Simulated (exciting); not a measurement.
## Core excitons at the Al K edge of AlN

Aim: the Al K absorption edge of AlN with the electron–hole interaction treated explicitly, and what each term of the kernel does.

Program: exciting sodium. Level of theory: X-ray absorption, core-level Bethe-Salpeter equation, exchange and statically screened direct term, Tamm-Dancoff, all-electron LAPW+lo LDA. Results are calculated unless marked as measured.

The database entry behind the starting cell differs from later determinations by our own check (inner coordinate u about 0.002 short), so it need not match the best structure at ambient conditions.

### Step 1. The starting structure

The structure is hexagonal, space group P6_3mc (No. 186). Conventional cell: a = 3.113 Å, b = 3.113 Å, c = 4.981 Å, α = 90.00°, β = 90.00°, γ = 120.00°. Al has 4 N at 1.89 Å nearest. Nearest to N lie 4 Al at 1.89 Å. Farther neighbours and most contacts between anions are not listed.

As a file:

```cif
data_structure
_symmetry_space_group_name_H-M 'P 1'
_symmetry_Int_Tables_number 1
_cell_length_a 3.1130
_cell_length_b 3.1130
_cell_length_c 4.9810
_cell_angle_alpha 90.000
_cell_angle_beta 90.000
_cell_angle_gamma 120.000
_cell_volume 41.80
loop_
_atom_site_label
_atom_site_type_symbol
_atom_site_fract_x
_atom_site_fract_y
_atom_site_fract_z
_atom_site_occupancy
Al1 Al 0.66667 0.33333 0.50000 1
Al2 Al 0.33333 0.66667 0.00000 1
N3 N 0.66667 0.33333 0.88000 1
N4 N 0.33333 0.66667 0.38000 1
```

Differences between curves are given as r.m.s. difference over r.m.s. height.

### Step 2. Ground state

The species files are the program's own, with muffin-tin radii set in the input.

input.xml

```
<input>
  <title>AlN</title>
  <structure speciespath="." autormt="false" epslat="1.0e-5">
    <crystal>
      <basevect>5.8827174249 0.0000000000 0.0000000000</basevect>
      <basevect>-2.9413587124 5.0945827333 0.0000000000</basevect>
      <basevect>0.0000000000 0.0000000000 9.4127258250</basevect>
    </crystal>
    <species speciesfile="Al.xml" rmt="2.011">
      <atom coord="0.6666666667 0.3333333333 0.5000000000"/>
      <atom coord="0.3333333333 0.6666666667 0.0000000000"/>
    </species>
    <species speciesfile="N.xml" rmt="1.458">
      <atom coord="0.6666666667 0.3333333333 0.8800000000"/>
      <atom coord="0.3333333333 0.6666666667 0.3800000000"/>
    </species>
  </structure>
  <groundstate do="fromscratch" xctype="LDA_PW" ngridk="6 6 3" rgkmax="7" gmaxvr="14" nempty="8" swidth="0.001" maxscl="100" epsengy="1e-5"/>
</input>
```

The run is started by

```console
> OMP_NUM_THREADS=1 mpirun -n 4 exciting
```

Log:

```text
EXCITING SODIUM started
********************************************************************************
* Ground-state run starting from atomic densities                              *
********************************************************************************
+ Starting initialization                                                      +
 Lattice vectors (cartesian) :
      5.8827174249      0.0000000000      0.0000000000
     -2.9413587124      5.0945827333      0.0000000000
      0.0000000000      0.0000000000      9.4127258250
 Reciprocal lattice vectors (cartesian) :
      1.0680753219      0.6166535746     -0.0000000000
      0.0000000000      1.2333071492      0.0000000000
      0.0000000000     -0.0000000000      0.6675202724
 Unit cell volume                           :     282.0993046630
 Brillouin zone volume                      :       0.8793010452
 Species :    1 (Al)
     parameters loaded from                 :    Al.xml
     name                                   :    aluminium
     nuclear charge                         :     -13.00000000
     electronic charge                      :      13.00000000
     atomic mass                            :   49184.33493000
     muffin-tin radius                      :       2.01100000
     # of radial points in muffin-tin       :     300
     atomic positions (lattice) :
       1 :   0.00000000  0.00000000  0.00000000
       2 :   0.66666667  0.33333333  0.50000000
 Species :    2 (N)
     parameters loaded from                 :    N.xml
     name                                   :    nitrogen
     nuclear charge                         :      -7.00000000
     electronic charge                      :       7.00000000
     atomic mass                            :   25532.72506000
     muffin-tin radius                      :       1.45800000
     # of radial points in muffin-tin       :     250
     atomic positions (lattice) :
       1 :   0.00000000  0.00000000  0.38000000
       2 :   0.66666667  0.33333333  0.88000000
 Total number of atoms per unit cell        :       4
 Spin treatment                             :    spin-unpolarised
 Number of Bravais lattice symmetries       :      24
 Number of crystal symmetries               :      12
 k-point grid                               :       6    6    3
 Total number of k-points                   :      21
 k-point set is reduced with crystal symmetries
 R^MT_min * |G+k|_max (rgkmax)              :       7.00000000
 Species with R^MT_min                      :       2 (N)
 Maximum |G+k| for APW functions            :       4.80109739
 Maximum |G| for potential and density      :      14.00000000
 G-vector grid sizes                        :      27    27    45
 Total number of G-vectors                  :   13055
 Maximum angular momentum used for
     APW functions                          :       8
     computing H and O matrix elements      :       8
     potential and density                  :       8
     inner part of muffin-tin               :       2
 Total nuclear charge                       :     -40.00000000
 Total electronic charge                    :      40.00000000
 Total core charge                          :      12.00000000
 Total valence charge                       :      28.00000000
 Number of empty states                     :       8
 Total number of valence states             :      23
 Maximum Hamiltonian size                   :     559
 Maximum number of plane-waves              :     537
 Total number of local-orbitals             :      22
 Exchange-correlation type                  :       3
     Perdew-Wang, Phys. Rev. B 45, 13244 (1992)
 Smearing scheme                            :    Gaussian
 Smearing width                             :       0.00100000
 Using multisecant Broyden potential mixing
+ Ending initialization                                                        +
********************************************************************************
* Groundstate module started                                                   *
********************************************************************************
 Output level for this task is set to normal
+ Self-consistent loop started                                                 +
 Density and potential initialised from atomic data
+ SCF iteration number :    1                                                  +
 Total energy                               :      -597.03108490
 _______________________________________________________________
 Fermi energy                               :         0.20674934
 Kinetic energy                             :       590.91480310
 Coulomb energy                             :     -1138.78530495
 Exchange energy                            :       -46.18164234
 Correlation energy                         :        -2.97894070
 DOS at Fermi energy (states/Ha/cell)       :         0.00000000
 Electron charges :
     core                                   :        12.00000000
     core leakage                           :         0.00289856
     valence                                :        28.00000000
     interstitial                           :         5.73533725
     charge in muffin-tin spheres :
                  atom     1    Al          :        10.90835952
                  atom     2    Al          :        10.90835952
                  atom     3     N          :         6.22397185
                  atom     4     N          :         6.22397185
     total charge in muffin-tins            :        34.26466275
     total charge                           :        40.00000000
 Estimated fundamental gap                  :         0.22901137
        valence-band maximum at    1      0.0000  0.0000  0.0000
     conduction-band minimum at    1      0.0000  0.0000  0.0000
[... further iterations ...]
| Convergence targets achieved. Performing final SCF iteration                 +
 Total energy                               :      -592.85394059
 _______________________________________________________________
 Fermi energy                               :         0.28631368
 Kinetic energy                             :       592.58744142
 Coulomb energy                             :     -1136.84694523
 Exchange energy                            :       -45.64171110
 Correlation energy                         :        -2.95272569
 DOS at Fermi energy (states/Ha/cell)       :         0.00000000
 Electron charges :
     core                                   :        12.00000000
     core leakage                           :         0.00277566
     valence                                :        28.00000000
     interstitial                           :         6.55314028
     charge in muffin-tin spheres :
                  atom     1    Al          :        11.13677018
                  atom     2    Al          :        11.13677018
                  atom     3     N          :         5.58665967
                  atom     4     N          :         5.58665967
     total charge in muffin-tins            :        33.44685972
     total charge                           :        40.00000000
 Estimated fundamental gap                  :         0.15575481
        valence-band maximum at    1      0.0000  0.0000  0.0000
     conduction-band minimum at    1      0.0000  0.0000  0.0000
+ Self-consistent loop stopped                                                 +
 STATE.OUT is written
********************************************************************************
* Groundstate module stopped                                                   *
********************************************************************************
 Total time spent (seconds)                 :        40.23
| EXCITING SODIUM stopped                                                      =
```

The job ended after 42 s (4 MPI ranks of Arm Neoverse V1, shared host).

The mesh shows a gap of 4.24 eV. Core levels (Dirac, from the valence top):

```
atom  level  energy (eV)
  Al  1s1/2      -1496.2
  Al  2s1/2        -99.7
   N  1s1/2       -370.3
```

### Step 3. A richer basis for the empty states

Each species file gets more local orbitals, built from u and its energy derivative at 0.15 Ha and u at 0.9 Ha.

input.xml is that of step 2.

SPECIES.xml, added lines

```
<lo l="L">  <!-- L = 0, 1, 2 -->
  <wf matchingOrder="0" trialEnergy="0.1500" searchE="false"/>
  <wf matchingOrder="1" trialEnergy="0.1500" searchE="false"/>
  <wf matchingOrder="0" trialEnergy="0.9000" searchE="false"/>
</lo>
```

The run is started by

```console
> OMP_NUM_THREADS=1 mpirun -n 4 exciting
```

Log:

```text
EXCITING SODIUM started
********************************************************************************
* Ground-state run starting from atomic densities                              *
********************************************************************************
+ Starting initialization                                                      +
[... lattice and species ...]
 Spin treatment                             :    spin-unpolarised
 Number of Bravais lattice symmetries       :      24
[...]
valence-band maximum at    1      0.0000  0.0000  0.0000
     conduction-band minimum at    1      0.0000  0.0000  0.0000
+ Self-consistent loop stopped                                                 +
 STATE.OUT is written
********************************************************************************
* Groundstate module stopped                                                   *
********************************************************************************
 Total time spent (seconds)                 :        37.17
| EXCITING SODIUM stopped                                                      =
[key lines of the parts left out:]
Total energy                               :      -592.85464086
Fermi energy                               :         0.28660347
```

It took 39 s on 4 MPI ranks.

Against the first ground state the total energy moves by -5 meV an atom and the gap by 0.00 eV.

[end of part 1 of 3]

[Banner, clock and machine lines of the logs are left out without a mark of their own.]

[Logs are printed without paths, hosts, clocks, repeated set-up lines and the standing remarks that a program may print on its own settings, such as how far it seeks lower states.]

[Hosts, paths, dates, database ids (printed as entryN), source tags and the programs' standing remarks are cut or masked in the printed files.]
